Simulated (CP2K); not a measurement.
Two runs for the C K edge of 1,1,1-trifluoroethane. Run A: CP2K XAS_TDP, all-electron GAPW, PBEh(45%), aug-cc-pVDZ, TDA, no relativity. Run B differs in one setting.

First lines with a strength over 0.0015. A:

```tsv
atom	energy (eV)	states	strength, one atom
C1 (bonded to C and 3 H)	284.45	1	0.0071
	285.13	2	0.0517
	285.88	1	0.0043
	286.84	1	0.0136
	288.00	2	0.0223
C2 (bonded to C and 3 F)	290.01	1	0.0889
	290.04	1	0.0887
	291.32	1	0.0117
	291.94	1	0.0380
	293.25	1	0.0192
```

B:

```tsv
atom	energy (eV)	states	strength, one atom
C1 (bonded to C and 3 H)	289.12	1	0.0135
	289.60	2	0.0751
	290.57	1	0.0124
	291.83	1	0.0170
	292.97	2	0.0246
C2 (bonded to C and 3 F)	293.63	1	0.1018
	293.66	1	0.1016
	295.75	1	0.0667
	296.90	1	0.0099
	298.38	1	0.0070
```

**Question.** Which was it: scalar relativity switched on, the functional, GW2X switched on, the basis?

The functional (functional from PBEh(45%) to PBEh(60%); the lines alone don't name the new value). A functional moves all lines by electronvolts and changes their spacings and strengths. Against PBEh(45%) in aug-cc-pVDZ, the leading lines move by +4.47 eV (C1, to 289.60) and +3.62 eV (C2, to 293.63); the strength of C1's goes from 0.0517 to 0.0751. The next line of C1 over the strength cut lies 0.97 eV higher, against 0.75.

[Banner, clock and machine lines of the logs are left out without a mark of their own.]

[Logs are printed without paths, hosts, clocks, repeated set-up lines and the standing remarks that a program may print on its own settings, such as how far it seeks lower states.]

[Hosts, paths, dates, database ids (printed as entryN), source tags and the programs' standing remarks are cut or masked in the printed files.]
